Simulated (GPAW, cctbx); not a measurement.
## Bonding in Ir5W as X-rays see it

Question: by how much does bonding change the X-ray structure factors of Ir5W, how firmly does DFT give the change, and what does a routine refinement make of it?

The start was made by putting kin elements into a known structure type; the compound need not exist, or be stable, in this form. All numbers below are calculated.

**1. Find the equilibrium geometry**

The density hangs on the geometry, so cell and atoms are relaxed first, with the symmetry held. The cutoff is set higher than for the density because stress converges slowly with plane waves.

Settings: GPAW 26.7.0, PBE, 570 eV, 5×5×5 k-points, Fermi–Dirac width 0.1 eV, BFGS to 0.03 eV/Å.

```text
cell
1.0
     0.000000000    0.000000000    4.144000000
     5.015000000    0.000000000    0.000000000
    -2.507500000    4.343117400    0.000000000
Ir W
5 1
Direct
0.500000000 0.000000000 0.500000000
0.500000000 0.500000000 0.500000000
0.500000000 0.500000000 0.000000000
0.000000000 0.666666667 0.333333333
0.000000000 0.333333333 0.666666667
0.000000000 0.000000000 0.000000000
```

```console
$ OMP_NUM_THREADS=1 mpirun -n 4 gpaw python run.py > gpaw.log
```

```text
BFGS:    0      -54.054503        4.578318
BFGS:    1      -54.413262        3.534570
BFGS:    2      -54.868161        1.423175
BFGS:    3      -54.941159        0.439554
...
BFGS:    6      -54.973147        0.170693
BFGS:    7      -54.975162        0.064964
BFGS:    8      -54.975224        0.010471
cell  4.4092 5.0634 5.0634  120.00 90.00 90.00
volume 97.899 A^3, largest force 0.000 eV/A, largest stress 0.10 GPa
```

After 8 steps the volume has changed by +8.5 % and the energy by -0.921 eV; the largest stress left is 0.10 GPa. It took 2.7 min on 4 cores of Arm Neoverse V1 (shared host), peak memory 1 GiB.

Relaxed structure: P6/mmm (no. 191), a = 5.0634 Å, b = 5.0634 Å, c = 4.4092 Å, α = 90.00°, β = 90.00°, γ = 120.00°.

```csv
atom,mult.,x,y,z
Ir1,3,0,1/2,1/2
Ir2,2,2/3,1/3,0
W1,1,0,0,0
```

**2. The all-electron density**

X-rays see the whole electron density, so the PAW density is rebuilt with its core regions. Subtracting spherical free atoms from the same code cancels the cores and leaves the deformation density Δρ, the part due to bonding.

Settings: PBE, 450 eV, 5×5×5 k-points, Fermi–Dirac width 0.1 eV; primitive cell of 6 atoms.

```console
$ OMP_NUM_THREADS=1 mpirun -n 4 gpaw python run.py > gpaw.log
```

```text
|iter:   1|       0s |  -56.899177 | +0.22 |       |
|iter:   2|       1s |  -55.700807 | -1.60 | -1.27 |
|iter:   3|       2s |  -54.812514 | -1.77 | -1.38 |
...
|iter:  12|      12s |  -54.762543c| -6.62 | -4.50c|
|iter:  13|      13s |  -54.762534c| -7.34 | -4.98c|
|iter:  14|      13s |  -54.762533c| -7.77c| -5.69c|
```

```text
grid (48, 50, 50)  electrons 459.000  moved by bonding 1.257 e
deformation density beyond 0.5 A of the nuclei: max 0.191, min -0.138 e/A^3
atom        x       y       z   Voronoi charge  moment
Ir1    0.5000  0.0000  0.5000     -0.057       0.00
Ir2    0.5000  0.5000  0.5000     -0.057       0.00
Ir3    0.5000  0.5000  0.0000     -0.057       0.00
Ir4    0.0000  0.6667  0.3333     -0.091       0.00
Ir5    0.0000  0.3333  0.6667     -0.091       0.00
W 6    0.0000  0.0000  0.0000      0.353       0.00
mean inner potential of superposed free atoms 34.186 V
total magnetic moment 0.000 muB
```

Deformation density in a plane through the shortest contact of the Ir atom at the origin, in 0.01 e/Å³ (clipped at ±99); x from -1.6 to 4.1 Å, y from 2.4 down to -2.4 Å:

```text
  0   0   0   0   0  -1  -2   .   .  -2  -2   0   0   0   0   0
  0   0   0   0   0  -2  -1   .   .  -1  -1   0   0   0   0   0
  0   0   0   0   1   0  -4  -5  -5  -4   0   1   0   0   0   0
  0   0   0   0   0   4   5   1   1   5   4   0   0   0   0   0
  0   1  -1   0  -2  -3   3   5   5   3  -3  -2  -1  -1   1   0
 -1   4  -2  -1   .  -6  -2   3   3  -2  -6   .  -1  -2   4  -1
  0   6  -3  -9   .   .  -7   4   4  -7   .   .  -9  -3   6   0
  1   5  -1  -3   .   1  -3   2   2  -3   1   .  -3  -1   5   1
  5   5   4  -1  -4   0  -2   1   1  -2   0  -4  -1   4   5   5
  2   0   4   6   2   0   0   0   0   0   0   2   6   4   0   2
 -8  -2  -7  -1   1   1   0   0   0   0   1   1  -1  -7  -1  -7
  .   .  -7   0  -1   0   0   0   0   0   0  -1   0  -7   .   .
  .   .  -8   0  -1   0   0   0   0   0   0  -1   0  -7   .   .
```

Atoms in or within 0.15 Å of the plane: Ir (0.0, 0.0), Ir (2.5, 0.0), Ir (1.3, 2.2), Ir (3.8, -2.2), Ir (-1.3, -2.2) Å. Dots mark points within about 0.45 Å of a nucleus; large values next to them are atomic features.

Ir gains most (-0.07 e) and W loses most (+0.35 e), in averages over each element's sites, which isn't the order of electronegativity: valence and coordination count too, and Voronoi cells cut space at the midplane whatever the atoms' sizes. Along the shortest contact from the Ir atom at the map's origin, Ir–Ir at 2.53 Å, Δρ is +0.07 e/Å³ at the midpoint: a modest build-up. At the midpoints of other shortest contacts it is +0.06 (Ir–W, 2.92 Å) e/Å³. Point values carry grid noise of about 0.01 e/Å³. The run needed 14 iterations, 22 s.

**3. From the density to structure factors**

The Fourier components of Δρ, added to those of the free atoms, give the static X-ray structure factors; the Mott–Bethe relation turns them into the Fourier components V of the potential that fast electrons feel.

```text
static structure factors of the conventional cell: F in electrons, V (Mott-Bethe) in volts
   h  k  l      d  |F| table  |F| free   |F| DFT   change   |V| free  |V| DFT  change %
   0  0  1  4.4092     3.051     3.087     3.165    0.077     0.080    0.150     88.3
   1  0  0  4.3850    74.909    74.954    75.238    0.284     4.543    4.287     -5.6
   1  0  1  3.1092    65.344    65.311    65.191   -0.120     3.933    3.987      1.4
   1  1  0  2.5317   128.055   127.924   127.603   -0.321     6.925    7.021      1.4
   0  0  2  2.2046   376.229   375.739   375.616   -0.123    18.946   18.974      0.1
   1  1  1  2.1955   249.695   249.360   249.013   -0.348    12.557   12.635      0.6
   2  0  0  2.1925   186.569   186.314   185.916   -0.398     9.382    9.472      1.0
   1  0  2  1.9697    63.474    63.437    63.255   -0.182     3.009    3.042      1.1
   2  0  1  1.9632   185.472   185.280   185.134   -0.146     8.791    8.818      0.3
   1  1  2  1.6626   113.247   113.063   113.027   -0.037     4.910    4.914      0.1
   2  1  0  1.6574    59.842    59.836    59.711   -0.126     2.593    2.609      0.6
   2  0  2  1.5546   166.706   166.487   166.449   -0.038     6.960    6.965      0.1
   2  1  1  1.5514    54.096    53.989    54.020    0.030     2.255    2.252     -0.2
   0  0  3  1.4697     2.116     2.158     1.885   -0.273     0.085    0.113     32.4
```

The largest X-ray change is -0.40 e on 200, 0.2 % of |F|. For electrons V goes as (Z − F)/g², so a change of F counts against Z − F, which is small at low angle and wherever the atoms' terms cancel: |V| of 100 moves by -5.6 % (4.54 to 4.29 V) against +0.4 % in |F|. The last three rows still change by up to 0.27 e; the table stops while the angles are still low. The tabulated Hartree–Fock atoms differ from the free DFT atoms by up to 0.49 e, so the choice of reference atom matters too.

**4. The functional ladder**

The same geometry is run with other functionals, to see whether the bonding signal is larger than the spread between approximations. Free atoms are LDA for LDA and PBE otherwise. Any other changed setting is in the row's label.

| run | ΔF 200 (e) | ΔF 111 (e) | ΔF 110 (e) | q(Ir) (e) | moved (e) | time |
| --- | --- | --- | --- | --- | --- | --- |
| PBE | -0.398 | -0.348 | -0.321 | -0.071 | 1.257 | 22 s |
| LDA | -0.395 | -0.349 | -0.307 | -0.069 | 1.216 | 22 s |
| RPBE | -0.392 | -0.336 | -0.323 | -0.072 | 1.265 | 24 s |

At the base's settings ΔF(200) spans -0.398 to -0.392 e, a spread of 2 % of the PBE value; over the three listed reflections the spread is at most 5 %, so sign and size hold across the functionals. Times are from shared hosts.

**5. What a spherical-atom refinement makes of it**

Routine crystallography fits spherical atoms. To see the bias, intensities are simulated from tabulated atoms plus the DFT change ΔF, so that bonding alone can misfit (3310 reflections of the full sphere, merged to the counts below, to 0.5 Å, 0.5 % proportional noise plus counting noise, assumed isotropic U as listed, Δρ smeared by the mean U) and refined with cctbx over different ranges.

| range | data | R1 | GooF | U Ir1 (true 0.0068) | U Ir2 (true 0.0068) | U W1 (true 0.0069) | largest shift (Å) | Δρ max, min (e/Å³) |
| --- | --- | --- | --- | --- | --- | --- | --- | --- |
| all data | 204 | 0.0027 | 0.92 | 0.0068 | 0.0068 | 0.0069 | 0.0000 | 0.76, -0.61 |
| low resolution, d > 0.84 | 52 | 0.0020 | 0.83 | 0.0067 | 0.0068 | 0.0069 | 0.0000 | 0.21, -0.21 |
| high order, d < 0.75 | 134 | 0.0033 | 0.93 | 0.0068 | 0.0068 | 0.0069 | 0.0000 | 0.76, -0.67 |
| occupancies free, d > 0.7 | 85 | 0.0022 | 0.91 | 0.0068 | 0.0068 | 0.0068 | 0.0000 | 0.27, -0.27 |

With all data GooF is 0.92, so at this noise the bonding hardly shows; the top residual peak lies 2.20 Å from W and 2.20 Å from W. No U is off by more than 3 s.u. at low resolution. Symmetry fixes every coordinate, so the shifts are zero by construction. With Ir1 held at 1 and the scale free, the other occupancies refine to Ir2 1.000(0.001) and W1 0.999(0.001), within three s.u. of full.

**6. Answer**

Bonding moves 1.26 e in the primitive cell of Ir5W and changes the structure factors of the conventional cell in the table above by at most 0.40 e (200, 0.2 %), and among reflections above 2 % of the strongest by up to 0.4 % (100). The shortest bond, Ir–Ir, has Δρ = +0.07 e/Å³ at its midpoint. At the base's settings ΔF(200) spans -0.398 to -0.392 e, a spread of 2 % of the PBE value; over the three listed reflections the spread is at most 5 %, so sign and size hold across the functionals. With all data GooF is 0.92, so at this noise the bonding hardly shows. Limits: static density, frozen cores, no spin–orbit coupling.

[Outputs are excerpts: Python notices, other lines and further rows are left out; steps that failed or that the build refused (PBEsol, TPSS) are not shown.]

[Logs are printed without paths, hosts, clocks, repeated set-up lines and the standing remarks that a program may print on its own settings, such as how far it seeks lower states.]
